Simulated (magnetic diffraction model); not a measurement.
# Magnetic neutron pattern of DyCuB₄

Space group Pbam (no. 55), a = 5.9850 Å, b = 11.5050 Å, c = 3.3970 Å.

```
site  atom       x       y    z
  4g    Dy  0.8712  0.8471    0
  4g    Cu  0.8663  0.5884    0
  4h     B  0.5191  0.8064  1/2
  4h     B  0.6025  0.9555  1/2
  4h     B  0.6405  0.5342  1/2
  4h     B  0.7237  0.6855  1/2
```

This is a made-up structure (elements placed in a structure type, unrelaxed), so the numbers test the method and describe no known phase.

Only Dy is taken to order (form factors of Dy3+); orders and moment sizes are assumed, and not adapted to the symmetry. Radiation: neutrons of λ = 2.0775 Å (absorption by B and Dy left out), 1.5° to 65°; isotropic B of 0.53 Å² (Dy), 0.47 Å² (Cu) and 0.74 Å² (B). The intensities are simulated: I ∝ L Σ (|F_N|² + |F_M⊥|²) for unpolarised neutrons, with F_M = 2.695 fm/μB × Σ f(s) S exp(2πi Q·r) exp(−B s²) at Q = H ± k (one set where k and −k are equivalent), only the part normal to Q counting and L = 1/(sin²θ cos θ). For a modulated order the moment at position r is S exp(−2πi k·r) + c.c., with S = m/2 for a sine wave of amplitude m and S = m(u + iv)/2 for moments turning in a plane, u and v being orthogonal unit vectors in it; the phase factor of the sum at Q = H + k is then exp(2πi H·r). Form factors are spin-only for 3d ions and dipole or tabulated for f ions, scattering lengths are Sears's of 1992, and absorption is left out. A label names one of the reflections at its angle. The strongest nuclear line in the range is 100, and lines under 0.2 are left out.

Assume the order k = (0 1/6 0), a sine wave with moments along [100] (amplitudes given), 6.1 μB on Dy; signs + at (0.8712, 0.8471, 0), − at (0.1288, 0.1529, 0), + at (0.3712, 0.6529, 0), − at (0.6288, 0.3471, 0).

Predict the pattern, nuclear and magnetic parts apart.

```csv
2θ (°),index,nuclear,magnetic
8.63,(0 5/6 0),0.0,76.8
12.09,(0 7/6 0),0.0,38.8
21.81,(1 5/6 0),0.0,0.9
23.43,(1 7/6 0),0.0,1.4
27.75,(1 11/6 0),0.0,4.1
29.01,(1 2 0),2.7,0.0
29.64,(0 17/6 0),0.0,0.6
30.32,(1 13/6 0),0.0,4.0
33.23,(0 19/6 0),0.0,0.5
35.61,(0 0 1),1.3,0.0
36.01,(1 17/6 0),0.0,3.9
36.71,(0 5/6 1),0.0,7.4
37.53,(1 3 0),9.9,0.0
37.74,(0 7/6 1),0.0,7.0
39.08,(1 19/6 0),0.0,3.4
41.60,(0 2 1),2.5,0.0
42.04,(2 1 0),25.0,0.0
42.15,(1 5/6 1),0.0,2.1
42.34,(0 4 0),9.9,0.0
42.57,(1 1 1),6.3,0.0
43.07,(1 7/6 1),0.0,2.0
45.56,(1 23/6 0),0.0,1.1
45.74,(1 11/6 1),0.0,4.5
46.56,(1 2 1),24.4,0.0
46.99,(0 17/6 1),0.0,0.4
47.24,(1 4 0),8.4,0.0
47.45,(1 13/6 1),0.0,4.2
48.95,(1 25/6 0),0.0,0.9
49.50,(0 19/6 1),0.0,0.4
51.55,(1 17/6 1),0.0,4.1
51.75,(0 29/6 0),0.0,2.5
52.24,(2 3 0),4.3,0.0
52.70,(1 3 1),43.2,0.0
53.90,(1 19/6 1),0.0,3.8
55.11,(2 0 1),0.5,0.0
55.14,(2 1/6 1),0.0,3.7
55.61,(0 31/6 0),0.0,2.1
56.24,(2 1 1),100.0,0.0
56.49,(0 4 1),52.9,0.0
57.85,(1 5 0),0.5,0.0
58.70,(2 23/6 0),0.0,1.1
58.85,(2 11/6 1),0.0,0.4
59.12,(1 23/6 1),0.0,1.2
60.12,(2 4 0),0.4,0.0
60.30,(2 13/6 1),0.0,0.4
60.53,(1 4 1),46.7,0.0
61.58,(2 25/6 0),0.0,1.0
61.98,(1 25/6 1),0.0,1.1
```
(The table stops after 48 lines; 3 more lie at higher angle.)

The strongest magnetic line in the range is (0 5/6 0) at 8.63° (76.8). On top of the Lorentz factor, which all lines share, magnetic lines fade with angle because f falls: for Dy3+ it is 0.96, 0.84, 0.69 and 0.41 at sin θ/λ = 0.1, 0.2, 0.3 and 0.5 Å⁻¹, while nuclear lengths stay constant. The order has no net moment.

[Logs are printed without paths, hosts, clocks, repeated set-up lines and the standing remarks that a program may print on its own settings, such as how far it seeks lower states.]
